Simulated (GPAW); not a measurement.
**Li K ELNES/XANES of Li (Lithium, Im-3m) from DFT**

How does the Li K edge of Li (Lithium, Im-3m) move when the bonds are compressed or stretched?

Main program and level: GPAW 26.7.0; X-ray absorption from dipole matrix elements to empty bands, plane-wave PAW PBE.

Report form: the programs' logs are mostly left out.

## 1. The structure

It takes space group Im-3m (No. 229, cubic). Conventional cell: a = 3.509 Å, b = 3.509 Å, c = 3.509 Å, α = 90.00°, β = 90.00°, γ = 90.00°. Li has 8 Li at 3.04 Å nearest.

## 2. Ground state of the crystal

A plain self-consistent run shows whether there is a gap, which decides the set-up of the core-hole run.

Input file scf.py:

```python
import numpy as np
from ase import Atoms
from ase.parallel import parprint, paropen
from gpaw import GPAW, PW, FermiDirac, Mixer, MixerDif, setup_paths
from gpaw.test import gen
setup_paths.insert(0, '.')
gen('Li', name='nch1s', xcname='PBE', corehole=(1, 0, 0), write_xml=True)
from gpaw.mpi import world
world.barrier()

atoms = Atoms('Li',
    cell=[[-1.75465, 1.75465, 1.75465],
     [1.75465, -1.75465, 1.75465],
     [1.75465, 1.75465, -1.75465]],
    scaled_positions=[[0, 0, 0]],
    pbc=True)
atoms.calc = calc = GPAW(legacy_gpaw=True, mode=PW(500), xc='PBE', setups={0: 'nch1s'},
    kpts={'size': (10, 10, 10), 'gamma': True}, occupations=FermiDirac(0.05),
    charge=0, mixer=Mixer(0.1, 5, 50), maxiter=150,
    convergence={'density': 0.0001}, txt='scf.txt')
energy = atoms.get_potential_energy() + calc.get_reference_energy()
ef = calc.get_fermi_level()
out = dict(energy=energy, fermi=ef, forces=atoms.get_forces().tolist())
parprint(f'all-electron energy {energy:.4f} eV, Fermi level {ef:.4f} eV')
ev = np.array([[calc.get_eigenvalues(k, s) for k in range(len(calc.get_ibz_k_points()))] for s in range(calc.get_number_of_spins())])
out['homo'], out['lumo'], out['counts'] = ev[ev < ef].max(), ev[ev > ef].min(), sorted(set((ev < ef).sum((0, 2)).tolist()))
out['filled'] = (ev[:, 0] < ef).sum(1).tolist()
import json
with paropen('out.json', 'w') as f:
    json.dump(out, f)
```

Launch:

```console
$ OMP_NUM_THREADS=1 mpirun -n 2 gpaw python scf.py
```

Run time: 4.6 s. Hardware: 2 MPI ranks of Arm Neoverse V1, shared host; peak memory 0.15 GiB.

The mesh shows no gap, so the system is treated as a metal and the core electron is put at the Fermi level (neutral cell).

## 3. Supercell without a hole, the energy reference

The photon energy needs a difference of total energies, so the cell and mesh of the coming hole run are first run without a hole.

Changes to scf.py since step 2:

```diff
@@ -10,10 +10,17 @@
 
-atoms = Atoms('Li',
-    cell=[[-1.75465, 1.75465, 1.75465],
-     [1.75465, -1.75465, 1.75465],
-     [1.75465, 1.75465, -1.75465]],
-    scaled_positions=[[0, 0, 0]],
+atoms = Atoms('Li8',
+    cell=[[-3.5093, 3.5093, 3.5093],
+     [3.5093, -3.5093, 3.5093],
+     [3.5093, 3.5093, -3.5093]],
+    scaled_positions=[[0, 0, 0],
+     [0, 0, 0.5],
+     [0, 0.5, 0],
+     [0.5, 0, 0],
+     [0, 0.5, 0.5],
+     [0.5, 0, 0.5],
+     [0.5, 0.5, 0],
+     [0.5, 0.5, 0.5]],
     pbc=True)
 atoms.calc = calc = GPAW(legacy_gpaw=True, mode=PW(500), xc='PBE', setups={0: 'nch1s'},
-    kpts={'size': (10, 10, 10), 'gamma': True}, occupations=FermiDirac(0.05),
+    kpts={'size': (5, 5, 5), 'gamma': True}, occupations=FermiDirac(0.1),
     charge=0, mixer=Mixer(0.1, 5, 50), maxiter=150,
```

Run time: 6.9 s. Hardware: 2 MPI ranks; peak memory 0.22 GiB; 14 s of CPU time.

Reference energy: -1637.432 eV with the cores included.

## 4. Spectrum with XCH, Li atom 1

The holes are 6.1 Å apart. In GPAW the data set carries the hole's charge, so charge=0 means a charged cell and charge=-1 a neutral one. The excited electron is kept in the cell, where it fills the lowest empty states and screens the hole. After the field has converged, empty bands are computed with the density fixed and the dipole matrix elements are summed.

The absorber has 8 Li at 3.04 Å and 6 Li at 3.51 Å (cube and octahedron, as in bcc, site symmetry m-3m).

Input file xas.py:

```python
import numpy as np
from ase import Atoms
from ase.parallel import parprint, paropen
from gpaw import GPAW, PW, FermiDirac, Mixer, MixerDif, setup_paths
from gpaw.test import gen
setup_paths.insert(0, '.')
gen('Li', name='fch1s', xcname='PBE', corehole=(1, 0, 1), write_xml=True)
from gpaw.mpi import world
world.barrier()

atoms = Atoms('Li8',
    cell=[[-3.5093, 3.5093, 3.5093],
     [3.5093, -3.5093, 3.5093],
     [3.5093, 3.5093, -3.5093]],
    scaled_positions=[[0, 0, 0],
     [0, 0, 0.5],
     [0, 0.5, 0],
     [0.5, 0, 0],
     [0, 0.5, 0.5],
     [0.5, 0, 0.5],
     [0.5, 0.5, 0],
     [0.5, 0.5, 0.5]],
    pbc=True)
atoms.calc = calc = GPAW(legacy_gpaw=True, mode=PW(500), xc='PBE', setups={0: 'fch1s'},
    kpts={'size': (5, 5, 5), 'gamma': True}, occupations=FermiDirac(0.1),
    charge=-1, mixer=Mixer(0.1, 5, 50), maxiter=150,
    convergence={'density': 0.0001}, txt='scf.txt')
energy = atoms.get_potential_energy() + calc.get_reference_energy()
ef = calc.get_fermi_level()
out = dict(energy=energy, fermi=ef, forces=atoms.get_forces().tolist())
parprint(f'all-electron energy {energy:.4f} eV, Fermi level {ef:.4f} eV')
ev = np.array([[calc.get_eigenvalues(k, s) for k in range(len(calc.get_ibz_k_points()))] for s in range(calc.get_number_of_spins())])
out['homo'], out['lumo'], out['counts'] = ev[ev < ef].max(), ev[ev > ef].min(), sorted(set((ev < ef).sum((0, 2)).tolist()))
out['filled'] = (ev[:, 0] < ef).sum(1).tolist()

from ase.units import Ha
from gpaw.xas import dipole_matrix_elements
nb = int(calc.get_number_of_electrons() / 2) + 106
top, nb = nb, nb + 8 + nb // 12
nscf = calc.fixed_density(kpts={'size': (6, 6, 6), 'gamma': True}, nbands=nb,
    convergence={'bands': top, 'eigenstates': 1e-5}, maxiter=60, txt='nscf.txt')
cell = atoms.cell.array
ops = [cell.T @ U.T @ np.linalg.inv(cell.T) for U in nscf.wfs.kd.symmetry.op_scc]
E = np.arange(-6, 34, 0.1)
fwhm = np.interp(E, [4, 25], [0.9, 3.5])
Y, X, zero, highest = 0, 0, 1e9, 1e9
for spin in range(nscf.get_number_of_spins()):
    wfs = nscf.wfs
    A = dipole_matrix_elements(wfs.setups[0])
    eps = np.zeros((wfs.kd.nibzkpts, nb))
    d = np.zeros((3, A.shape[1], wfs.kd.nibzkpts, nb), complex)
    for kpt in wfs.kpt_u:
        if kpt.s == spin and 0 in kpt.P_ani:
            eps[kpt.k] = kpt.eps_n * Ha
            d[:, :, kpt.k] = (kpt.weight * wfs.nspins / 2) ** 0.5 * np.inner(A, kpt.P_ani[0])
    world.sum(eps)
    world.sum(d)
    T = np.einsum('amkn,bmkn->abkn', d, d.conj()).real
    T = sum(np.einsum('ai,ijkn,bj->abkn', R, T, R) for R in ops) / len(ops)
    empty = eps > ef
    zero, highest = min(zero, eps[empty].min()), min(highest, eps[:, top - 1].min())
    lines = [(eps, T, empty)] if spin == 0 else lines + [(eps, T, empty)]
for eps, T, empty in lines:
    f = np.einsum('aakn->akn', T).reshape(3, -1)
    x = eps.ravel() - zero
    w = np.interp(x, E, fwhm) / 2.35482
    g = np.exp(-0.5 * ((E[:, None] - x) / w) ** 2) / (w * (2 * np.pi) ** 0.5)
    Y = Y + (f * empty.ravel()) @ g.T
    X = X + (f * ~empty.ravel()) @ g.T
out.update(E=E.round(2).tolist(), xas=Y.tolist(), xes=X.tolist(), zero=zero, valid=highest - zero, nk=len(eps), nb=nb)
for i in range(0, len(E), 10):
    parprint(f'{E[i]:7.2f}', *(f'{v:10.3e}' for v in Y[:, i]))
import json
with paropen('out.json', 'w') as f:
    json.dump(out, f)
```

Launch:

```console
$ OMP_NUM_THREADS=1 mpirun -n 2 gpaw python xas.py
```

Wall time 81 s (2 MPI ranks); peak memory 0.34 GiB; 2.7 min of CPU time.

The Li K spectrum, Li atom 1, excited-electron core hole (neutral cell) (energy from the lowest empty level; intensity scaled to a mean of 1 over the first 20 eV):

```
E (eV)  intensity
  -2.0       0.00
  -1.5       0.00
  -1.0       0.00
  -0.5       0.08
   0.0       0.48
   0.5       0.95
   1.0       0.86
   1.5       0.82
   2.0       1.09
   2.5       1.37
   3.0       0.95
   3.5       0.61
   4.0       0.91
   4.5       1.42
   5.0       1.86
   5.5       1.46
   6.0       1.16
   6.5       1.26
   7.0       1.52
   7.5       1.89
   8.0       2.01
   8.5       1.69
   9.0       1.25
   9.5       1.04
  10.0       1.00
  10.5       1.01
  11.0       1.04
  11.5       1.02
  12.0       0.90
  12.5       0.74
  13.0       0.59
  13.5       0.48
  14.0       0.45
  14.5       0.50
  15.0       0.60
  15.5       0.71
  16.0       0.78
  16.5       0.82
  17.0       0.81
  17.5       0.80
  18.0       0.78
  18.5       0.75
  19.0       0.72
  19.5       0.69
  20.0       0.68
  20.5       0.67
  21.0       0.66
  21.5       0.65
  22.0       0.63
  22.5       0.61
  23.0       0.60
  23.5       0.60
  24.0       0.61
  24.5       0.62
  25.0       0.64
  25.5       0.66
  26.0       0.67
  26.5       0.67
  27.0       0.66
  27.5       0.62
  28.0       0.58
  28.5       0.54
  29.0       0.50
  29.5       0.48
  30.0       0.46
  30.5       0.45
  31.0       0.45
  31.5       0.45
  32.0       0.45
```

Main maxima below 24 eV (height): 0.6 eV (0.98), 2.5 eV (1.37), 5.0 eV (1.86), 7.9 eV (2.03), 11.1 eV (1.05) and 16.7 eV (0.82). A K edge sees empty p states on the absorber.

The total-energy difference is 58.26 eV. One term is added: -3.34 eV, since the hole is spin-paired here and a spin-polarised one costs that much less in the free atom (computed apart). The photon energy is then 54.92 eV. The tabulated edge of the element is 54.7 eV. The functional leaves an error of a few eV in such absolute values.

## 5. Reference energy of the supercell

The cell changes for the next run, so it gets a reference energy of its own.

The cell differs from the one that the last finished run ended in (a 6.078 → 5.890 Å, b 6.078 → 5.890 Å, c 6.078 → 5.890 Å).

Changes to scf.py since step 3:

```diff
@@ -11,5 +11,5 @@
 atoms = Atoms('Li8',
-    cell=[[-3.5093, 3.5093, 3.5093],
-     [3.5093, -3.5093, 3.5093],
-     [3.5093, 3.5093, -3.5093]],
+    cell=[[-3.40069456, 3.40069456, 3.40069456],
+     [3.40069456, -3.40069456, 3.40069456],
+     [3.40069456, 3.40069456, -3.40069456]],
     scaled_positions=[[0, 0, 0],
```

Launch:

```console
$ OMP_NUM_THREADS=1 mpirun -n 2 gpaw python scf.py
```

Elapsed: 6.5 s, on 2 MPI ranks; peak memory 0.22 GiB.

Reference energy: -1637.448 eV with the cores included.

## 6. Spectrum with XCH, Li atom 1

Shorter bonds are expected to push antibonding states and scattering resonances up, and longer ones down; the cell is scaled to test that.

Changed against the first core-hole run: volume scale from 1 to 0.91.

Changes to xas.py since step 4:

```diff
@@ -11,5 +11,5 @@
 atoms = Atoms('Li8',
-    cell=[[-3.5093, 3.5093, 3.5093],
-     [3.5093, -3.5093, 3.5093],
-     [3.5093, 3.5093, -3.5093]],
+    cell=[[-3.40069456, 3.40069456, 3.40069456],
+     [3.40069456, -3.40069456, 3.40069456],
+     [3.40069456, 3.40069456, -3.40069456]],
     scaled_positions=[[0, 0, 0],
@@ -37,5 +37,5 @@
 from gpaw.xas import dipole_matrix_elements
-nb = int(calc.get_number_of_electrons() / 2) + 106
+nb = int(calc.get_number_of_electrons() / 2) + 97
 top, nb = nb, nb + 8 + nb // 12
-nscf = calc.fixed_density(kpts={'size': (6, 6, 6), 'gamma': True}, nbands=nb,
+nscf = calc.fixed_density(kpts={'size': (7, 7, 7), 'gamma': True}, nbands=nb,
     convergence={'bands': top, 'eigenstates': 1e-5}, maxiter=60, txt='nscf.txt')
```

Launch:

```console
$ OMP_NUM_THREADS=1 mpirun -n 2 gpaw python xas.py
```

The job ended after 83 s (2 MPI ranks; peak memory 0.35 GiB; 2.8 min of CPU time).

```
E (eV)  first run  this run
  -2.0       0.00      0.00
  -1.0       0.00      0.00
   0.0       0.48      0.56
   1.0       0.86      0.87
   2.0       1.09      0.87
   3.0       0.95      1.17
   4.0       0.91      0.68
   5.0       1.86      1.52
   6.0       1.16      1.36
   7.0       1.52      1.18
   8.0       2.01      1.81
   9.0       1.25      1.82
  10.0       1.00      1.09
  11.0       1.04      0.97
  12.0       0.90      1.01
  13.0       0.59      0.87
  14.0       0.45      0.60
  15.0       0.60      0.46
  16.0       0.78      0.58
  17.0       0.81      0.75
  18.0       0.78      0.79
  19.0       0.72      0.76
  20.0       0.68      0.71
  21.0       0.66      0.67
  22.0       0.63      0.65
  23.0       0.60      0.62
  24.0       0.61      0.57
  25.0       0.64      0.56
  26.0       0.67      0.58
  27.0       0.66      0.62
  28.0       0.58      0.65
  29.0       0.50      0.62
  30.0       0.46      0.55
  31.0       0.45      0.47
  32.0       0.45      0.42
```

This run also has another mesh (7×7×7 against 6×6×6), so the 20 % r.m.s. difference can't be laid on the changed setting alone. The highest intensity below 16 eV goes from 7.9 eV (2.03) to 8.5 eV (1.99).

The photon energy of the zero moves by -0.25 eV.

## 7. Reference energy of the supercell

The cell differs from the one that the last finished run ended in (a 5.890 → 6.017 Å, b 5.890 → 6.017 Å, c 5.890 → 6.017 Å).

Changes to scf.py since step 5:

```diff
@@ -11,5 +11,5 @@
 atoms = Atoms('Li8',
-    cell=[[-3.40069456, 3.40069456, 3.40069456],
-     [3.40069456, -3.40069456, 3.40069456],
-     [3.40069456, 3.40069456, -3.40069456]],
+    cell=[[-3.4738501, 3.4738501, 3.4738501],
+     [3.4738501, -3.4738501, 3.4738501],
+     [3.4738501, 3.4738501, -3.4738501]],
     scaled_positions=[[0, 0, 0],
```

Launch:

```console
$ OMP_NUM_THREADS=1 mpirun -n 2 gpaw python scf.py
```

It took 6.7 s on 2 MPI ranks; peak memory 0.22 GiB.

Reference energy: -1637.450 eV with the cores included.

## 8. Spectrum with XCH, Li atom 1

Changed against the first core-hole run: volume scale from 1 to 0.97.

Changes to xas.py since step 6:

```diff
@@ -11,5 +11,5 @@
 atoms = Atoms('Li8',
-    cell=[[-3.40069456, 3.40069456, 3.40069456],
-     [3.40069456, -3.40069456, 3.40069456],
-     [3.40069456, 3.40069456, -3.40069456]],
+    cell=[[-3.4738501, 3.4738501, 3.4738501],
+     [3.4738501, -3.4738501, 3.4738501],
+     [3.4738501, 3.4738501, -3.4738501]],
     scaled_positions=[[0, 0, 0],
@@ -37,5 +37,5 @@
 from gpaw.xas import dipole_matrix_elements
-nb = int(calc.get_number_of_electrons() / 2) + 97
+nb = int(calc.get_number_of_electrons() / 2) + 103
 top, nb = nb, nb + 8 + nb // 12
-nscf = calc.fixed_density(kpts={'size': (7, 7, 7), 'gamma': True}, nbands=nb,
+nscf = calc.fixed_density(kpts={'size': (6, 6, 6), 'gamma': True}, nbands=nb,
     convergence={'bands': top, 'eigenstates': 1e-5}, maxiter=60, txt='nscf.txt')
```

Launch:

```console
$ OMP_NUM_THREADS=1 mpirun -n 2 gpaw python xas.py
```

The job ended after 89 s (2 MPI ranks; peak memory 0.33 GiB; 3 min of CPU time).

```
E (eV)  first run  this run
  -2.0       0.00      0.00
  -1.0       0.00      0.00
   0.0       0.48      0.47
   1.0       0.86      0.86
   2.0       1.09      1.03
   3.0       0.95      1.05
   4.0       0.91      0.82
   5.0       1.86      1.80
   6.0       1.16      1.17
   7.0       1.52      1.39
   8.0       2.01      2.02
   9.0       1.25      1.43
  10.0       1.00      1.00
  11.0       1.04      1.02
  12.0       0.90      0.97
  13.0       0.59      0.68
  14.0       0.45      0.47
  15.0       0.60      0.53
  16.0       0.78      0.73
  17.0       0.81      0.81
  18.0       0.78      0.79
  19.0       0.72      0.73
  20.0       0.68      0.68
  21.0       0.66      0.66
  22.0       0.63      0.64
  23.0       0.60      0.60
  24.0       0.61      0.58
  25.0       0.64      0.61
  26.0       0.67      0.65
  27.0       0.66      0.66
  28.0       0.58      0.62
  29.0       0.50      0.54
  30.0       0.46      0.47
  31.0       0.45      0.44
  32.0       0.45      0.44
```

Against the first run the r.m.s. difference is 7 %. The highest intensity below 16 eV goes from 7.9 eV (2.03) to 8.1 eV (2.03).

The photon energy of the zero moves by -0.08 eV.

## 9. Reference energy of the supercell

The cell differs from the one that the last finished run ended in (a 6.017 → 6.255 Å, b 6.017 → 6.255 Å, c 6.017 → 6.255 Å).

Changes to scf.py since step 7:

```diff
@@ -11,5 +11,5 @@
 atoms = Atoms('Li8',
-    cell=[[-3.4738501, 3.4738501, 3.4738501],
-     [3.4738501, -3.4738501, 3.4738501],
-     [3.4738501, 3.4738501, -3.4738501]],
+    cell=[[-3.61156966, 3.61156966, 3.61156966],
+     [3.61156966, -3.61156966, 3.61156966],
+     [3.61156966, 3.61156966, -3.61156966]],
     scaled_positions=[[0, 0, 0],
```

Launch:

```console
$ OMP_NUM_THREADS=1 mpirun -n 2 gpaw python scf.py
```

Run time: 8.1 s. Hardware: 2 MPI ranks; peak memory 0.24 GiB.

Reference energy: -1637.315 eV with the cores included.

(Part 1 of 2 ends here.)

[Logs are printed without paths, hosts, clocks, repeated set-up lines and the standing remarks that a program may print on its own settings, such as how far it seeks lower states.]

[Hosts, paths, dates, database ids (printed as entryN), source tags and the programs' standing remarks are cut or masked in the printed files.]

[Lists of maxima count a maximum above −3 eV only where it reaches 4 % of the highest in the window and stands out from its surroundings by 2 % of it (1.5 % where it reaches 55 %); shoulders and weaker maxima are passed over, and of the rest the first, up to two pre-edge ones and the few strongest are named.]
